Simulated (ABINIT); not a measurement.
# GaN (P6_3mc): G0W0 with ABINIT, start to end

Wanted: ground state, empty states, screening and self-energy for GaN (P6_3mc).

Calculated with ABINIT 10.8.3; PBE and many-body steps on it, plane waves.

The database entry behind the starting cell differs from other determinations of this structure, so it need not match the best structure at room temperature.

### Step 1. Starting point

Symmetry: P6_3mc, No. 186, hexagonal system. The conventional cell has a = 3.180 Å, b = 3.180 Å, c = 5.166 Å, α = 90.00°, β = 90.00°, γ = 120.00°. Nearest to Ga lie 4 N at 1.94 to 1.95 Å. Nearest to N lie 4 Ga at 1.94 to 1.95 Å. Farther neighbours, and contacts between anions beyond the nearest, are not listed.

The cell and positions come from the Crystallography Open Database and are kept as given unless a step says otherwise.

### Step 2. Ground state

This step: ABINIT 10.8.3; DFT, PBE with spin-orbit coupling, plane waves, norm-conserving pseudopotentials.

The ground-state density comes first.

Input file run.abi:

```
acell 3*1.0 Angstrom
rprim 
  3.179999999980 0.000000000005 0.000000000000
  -1.589999999994 2.753960784015 0.000000000000
  0.000000000000 0.000000000000 5.166000000000
ntypat 2
znucl 31 7
natom 4
typat 1 1 2 2
xred 
  0.333333333333 0.666666666667 0.000000000000
  0.666666666667 0.333333333333 0.500000000000
  0.333333333333 0.666666666667 0.375000000000
  0.666666666667 0.333333333333 0.875000000000
pp_dirpath "pseudos"
pseudos "Ga.upf, N.upf"
ecut 45
nspinor 2
ngkpt 6 6 4
nshiftk 1
shiftk 0 0 0
kptopt 1
chksymbreak 0
nband 64
occopt 1
tolvrs 1e-10
nstep 60
prtwf 0
optforces 0
optstress 0
indata_prefix "in"
outdata_prefix "out"
tmpdata_prefix "tmp"
```

Command:

```sh
OMP_NUM_THREADS=1 mpirun -n 4 abinit run.abi > log
```

Standard output:

```text
.Version 10.8.3 of ABINIT. v10.8.2 released Aug 2026.

 Symmetries : space group P6_3 m c (#186); Bravais hP (primitive hexag.)
================================================================================
 Values of the parameters that define the memory need of the present run
     intxc =       0    ionmov =       0      iscf =       7    lmnmax =      14
     lnmax =      14     mgfft =      60  mpssoang =       5    mqgrid =    3001
     natom =       4  nloc_mem =       1    nspden =       1   nspinor =       2
    nsppol =       1      nsym =      12    n1xccc =    2501    ntypat =       2
    occopt =       1   xclevel =       2
-    mband =          64        mffmem =           1         mkmem =           6
       mpw =        4428          nfft =       96000          nkpt =          21
================================================================================
  Rough estimation (10% accuracy) of disk space for files :
================================================================================

--------------------------------------------------------------------------------
------------- Echo of variables that govern the present computation ------------
--------------------------------------------------------------------------------
 -outvars: echo values of preprocessed input variables --------
            acell      1.8897261259E+00  1.8897261259E+00  1.8897261259E+00 Bohr

      chksymbreak           0
             ecut      4.50000000E+01 Hartree
-          fftalg         312

              ixc     -101130
              kpt      0.00000000E+00  0.00000000E+00  0.00000000E+00
                       1.66666667E-01  0.00000000E+00  0.00000000E+00
                       3.33333333E-01  0.00000000E+00  0.00000000E+00
                       5.00000000E-01  0.00000000E+00  0.00000000E+00
                       1.66666667E-01  1.66666667E-01  0.00000000E+00
                       3.33333333E-01  1.66666667E-01  0.00000000E+00
                       3.33333333E-01  3.33333333E-01  0.00000000E+00
                       0.00000000E+00  0.00000000E+00  2.50000000E-01
                       1.66666667E-01  0.00000000E+00  2.50000000E-01
   [... 10 further rows ...]
                       3.33333333E-01  1.66666667E-01  5.00000000E-01
                       3.33333333E-01  3.33333333E-01  5.00000000E-01
         kptrlatt        6    0    0      0    6    0      0    0    4
          kptrlen      3.60559745E+01
P           mkmem           6
            natom           4
            nband          64
            ngfft          40      40      60
             nkpt          21
          nspinor           2
            nstep          60
             nsym          12
           ntypat           2
              occ      1.000000  1.000000  1.000000  1.000000  1.000000  1.000000
                       1.000000  1.000000  1.000000  1.000000  1.000000  1.000000
                       1.000000  1.000000  1.000000  1.000000  1.000000  1.000000
                       1.000000  1.000000  1.000000  1.000000  1.000000  1.000000
                       1.000000  1.000000  1.000000  1.000000  1.000000  1.000000
                       1.000000  1.000000  1.000000  1.000000  1.000000  1.000000
                       1.000000  1.000000  1.000000  1.000000  1.000000  1.000000
                       1.000000  1.000000  1.000000  1.000000  1.000000  1.000000
                       1.000000  1.000000  1.000000  1.000000  0.000000  0.000000
                       0.000000  0.000000  0.000000  0.000000  0.000000  0.000000
                       0.000000  0.000000  0.000000  0.000000
        optforces           0
        optstress           0
            prtwf           0
            rprim      3.1800000000E+00  5.0000000000E-12  0.0000000000E+00
[...]
spgroup         186

           tolvrs      1.00000000E-10

             xred      3.3333333333E-01  6.6666666667E-01  1.1102230246E-16
[...]
znucl       31.00000    7.00000

================================================================================

 chkinp: Checking input parameters for consistency.

================================================================================
== DATASET  1 ==================================================================
-   mpi_nproc: 4, omp_nthreads: 1 (-1 if OMP is not activated)

--- !DatasetInfo
iteration_state: {dtset: 1, }
dimensions: {natom: 4, nkpt: 21, mband: 64, nsppol: 1, nspinor: 2, nspden: 1, mpw: 4428, }
cutoff_energies: {ecut:  45.0, pawecutdg:  -1.0, }
electrons: {nelect:   5.20000000E+01, charge:   0.00000000E+00, occopt:   1.00000000E+00, tsmear:   1.00000000E-02, }

 Real(R)+Recip(G) space primitive vectors, cartesian coordinates (Bohr,Bohr^-1):
 R(1)=  6.0093291  0.0000000  0.0000000  G(1)=  0.1664079  0.0960757  0.0000000
 R(2)= -3.0046645  5.2042316  0.0000000  G(2)=  0.0000000  0.1921513  0.0000000
 R(3)=  0.0000000  0.0000000  9.7623252  G(3)=  0.0000000  0.0000000  0.1024346
 Unit cell volume ucvol=  3.0530638E+02 bohr^3
 Angles (23,13,12)=  9.00000000E+01  9.00000000E+01  1.20000000E+02 degrees

 getcut: wavevector=  0.0000  0.0000  0.0000  ngfft=  40  40  60
         ecut(hartree)=     45.000   => boxcut(ratio)=   2.03529

--- Pseudopotential description ------------------------------------------------
- Ga Generated using ONCVPSP code by D. R. Hamann
- 31.00000  21.00000  180506                  znucl, zion, pspdat
12 -101130 2 -1 1926                          pspcod,pspxc,lmax,lloc,mmax
     nproj     2     3     2     0
     spin-orbit psp
        nprojso     4     3     0
  pspatm : epsatm=   21.86199699
         --- l  ekb(1:nproj) -->
[...]
1   -5.676217   -1.349810   -0.000026
[...]
spin-orbit 1    0.211857    0.072172   -0.001103   -0.000023
  spin-orbit 2    0.017944    0.011148   -0.000068
 pspatm: atomic psp has been read  and splines computed

- N Generated using ONCVPSP code by D. R. Hamann
-  7.00000   5.00000  180423                  znucl, zion, pspdat
12 -101130 1 -1 1058                          pspcod,pspxc,lmax,lloc,mmax
     nproj     2     2     0     0
     spin-orbit psp
        nprojso     2     0     0
  pspatm : epsatm=    5.21132191
         --- l  ekb(1:nproj) -->
[...]
spin-orbit 1    0.005231    0.001392
 pspatm: atomic psp has been read  and splines computed

   2.81562517E+03                                ecore*ucvol(ha*bohr**3)
--------------------------------------------------------------------------------

_setup2: Arith. and geom. avg. npw (full set) are    4401.646    4401.635

================================================================================

--- !BeginCycle
iteration_state: {dtset: 1, }
solver: {iscf: 7, nstep: 60, nline: 4, wfoptalg: 0, }
tolerances: {tolvrs: 1.00E-10, }

     iter   Etot(hartree)      deltaE(h)  residm     vres2
 ETOT  1  -514.77408089182    -5.148E+02 6.616E-01 2.392E+03
 ETOT  2  -516.69120584820    -1.917E+00 9.110E-02 3.494E+03
 ETOT  3  -517.35353611685    -6.623E-01 6.751E-02 7.151E+01
 ETOT  4  -517.35898729667    -5.451E-03 1.552E-02 4.360E+01
 ETOT  5  -517.36354439274    -4.557E-03 1.821E-03 8.708E+00
 ETOT  6  -517.36507494095    -1.531E-03 1.044E-03 4.090E-01
 ETOT  7  -517.36514503061    -7.009E-05 2.040E-03 8.266E-02
 ETOT  8  -517.36516011663    -1.509E-05 5.870E-04 6.709E-03
 ETOT  9  -517.36516134167    -1.225E-06 9.470E-04 1.181E-04
 ETOT 10  -517.36516136852    -2.685E-08 2.155E-04 6.017E-07
 ETOT 11  -517.36516136865    -1.351E-10 2.950E-04 8.703E-09
 ETOT 12  -517.36516136864     7.390E-12 9.252E-05 2.780E-10
 ETOT 13  -517.36516136864     6.935E-12 3.575E-04 2.722E-12

 At SCF step   13       vres2   =  2.72E-12 < tolvrs=  1.00E-10 =>converged.

--- !ResultsGS
iteration_state: {dtset: 1, }
comment   : Summary of ground state results
lattice_vectors:
- [  6.0093291,   0.0000000,   0.0000000, ]
- [ -3.0046645,   5.2042316,   0.0000000, ]
- [  0.0000000,   0.0000000,   9.7623252, ]
lattice_lengths: [   6.00933,    6.00933,    9.76233, ]
lattice_angles: [ 90.000,  90.000, 120.000, ] # degrees, (23, 13, 12)
lattice_volume:   3.0530638E+02
convergence: {deltae:  6.935E-12, res2:  2.722E-12, residm:  3.575E-04, diffor:  0.000E+00, }
etotal    :  -5.17365161E+02
entropy   :   0.00000000E+00
fermie    :   2.58713535E-01
cartesian_stress_tensor: null
pressure_GPa: null
xred      :
- [  3.3333E-01,   6.6667E-01,   1.1102E-16, Ga]
- [  6.6667E-01,   3.3333E-01,   5.0000E-01, Ga]
- [  3.3333E-01,   6.6667E-01,   3.7500E-01,  N]
- [  6.6667E-01,   3.3333E-01,   8.7500E-01,  N]
cartesian_forces: null
force_length_stats: {min: null, max: null, mean: null, }

 Integrated electronic density in atomic spheres:
 ------------------------------------------------
 Atom  Sphere_radius  Integrated_density
[...]
4        2.00000          5.27239694
================================================================================

 ----iterations are completed or convergence reached----

 Mean square residual over all n,k,spin=   56.654E-08; max=  35.747E-05
 reduced coordinates (array xred) for    4 atoms
       0.333333      0.666667      0.000000
       0.666667      0.333333      0.500000
       0.333333      0.666667      0.375000
       0.666667      0.333333      0.875000
 rms dE/dt=  0.0000E+00; max dE/dt=  0.0000E+00; dE/dt below (all hartree)
    1       0.000000      0.000000      0.000000
    2       0.000000      0.000000      0.000000
    3       0.000000      0.000000      0.000000
    4       0.000000      0.000000      0.000000

 cartesian coordinates (angstrom) at end:
    1     -2.67e-12     1.835974     0.000000
    2      1.590000     0.917987     2.583000
    3     -2.67e-12     1.835974     1.937250
    4      1.590000     0.917987     4.520250
 length scales=  1.889726  1.889726  1.889726 bohr
              =  1.000000  1.000000  1.000000 angstroms
 prteigrs : about to open file out_EIG
 Fermi (or HOMO) energy (hartree) =   0.25871   Average Vxc (hartree)=  -0.43330
 Eigenvalues (hartree) for nkpt=  21  k points:
 kpt#   1, nband= 64, wtk=  0.00694, kpt=  0.0000  0.0000  0.0000 (reduced coord)
  -4.96901   -4.96901   -4.96900   -4.96900   -3.24660   -3.24660   -3.24658   -3.24658
  -3.11346   -3.11346   -3.11342   -3.11342   -3.11337   -3.11337   -3.11335   -3.11335
  -0.33106   -0.33106   -0.29808   -0.29808   -0.24659   -0.24659   -0.24631   -0.24631
  -0.24493   -0.24493   -0.23275   -0.23275   -0.23219   -0.23219   -0.22830   -0.22830
  -0.22629   -0.22629   -0.22562   -0.22562   -0.22101   -0.22101   -0.17765   -0.17765
  -0.00355   -0.00355    0.21916    0.21916    0.22012    0.22012    0.25633    0.25633
   0.25850    0.25850    0.25871    0.25871    0.33190    0.33190    0.41771    0.41771
   0.59876    0.59876    0.62069    0.62069    0.62867    0.62867    0.65997    0.65997
 prteigrs : prtvol=0 or 1, do not print more k-points.

--- !EnergyTerms
iteration_state     : {dtset: 1, }
comment             : Components of total free energy in Hartree
kinetic             :  2.554337E+02
hartree             :  2.002267E+02
xc                  : -5.794710E+01
Ewald energy        : -2.714794E+02
psp_core            :  9.222294E+00
local_psp           : -5.321413E+02
non_local_psp       : -1.206801E+02
total_energy        : -5.173652E+02
total_energy_eV     : -1.407822E+04
band_energy         : -6.173236E+01

== END DATASET(S) ==============================================================
================================================================================

 -outvars: echo values of variables after computation  --------
           etotal     -5.1736516137E+02
            nband          64
             nkpt          21
          spgroup         186
 [... the other variables as echoed above ...]

 Calculation completed.
```

Run time: 3.9 min. Hardware: 4 MPI ranks of Arm Neoverse V1, shared host; peak memory 0.53 GiB; 16 min of CPU time.

Numbers from this step:

```
total energy               : -14078.2232 eV
gap                        : 1.992 eV
k of the valence top       : 0, 0, 0
k of the conduction bottom : 0, 0, 0
least direct gap           : 1.992 eV
```

The gap is direct, at Γ.

[end of part 1 of 3]

[Long decimals in the printed logs are rounded to 6 places.]

[Logs are printed without paths, hosts, clocks, repeated set-up lines and the standing remarks that a program may print on its own settings, such as how far it seeks lower states.]

[Paths, hosts, dates, memory and timing lines, banners, echoed tables and standing remarks are left out of the program output; an Ansatz launch command may be rebuilt from the run's recorded settings. Measured values are a selection of at most five: reports struck by readers or far from the other reports are left out. None is set beside runs whose start may be inverted or whose files or cutoffs have a known fault.]

[Runs of the session that timed out or met a known fault of the program may be left out.]

[Hosts, paths, dates, database ids (printed as entryN), source tags and the programs' standing remarks are cut or masked in the printed files.]

[G0W0 gaps are taken among the corrected bands and points alone; a level outside them can change the order at an edge.]

[Where Ansatz stands beside ABINIT at settings called matched, ABINIT's density can come from a denser mesh and the files from another edition; pairs whose starting gaps differed by over 0.03 eV were left out, so agreement reads better than it is.]
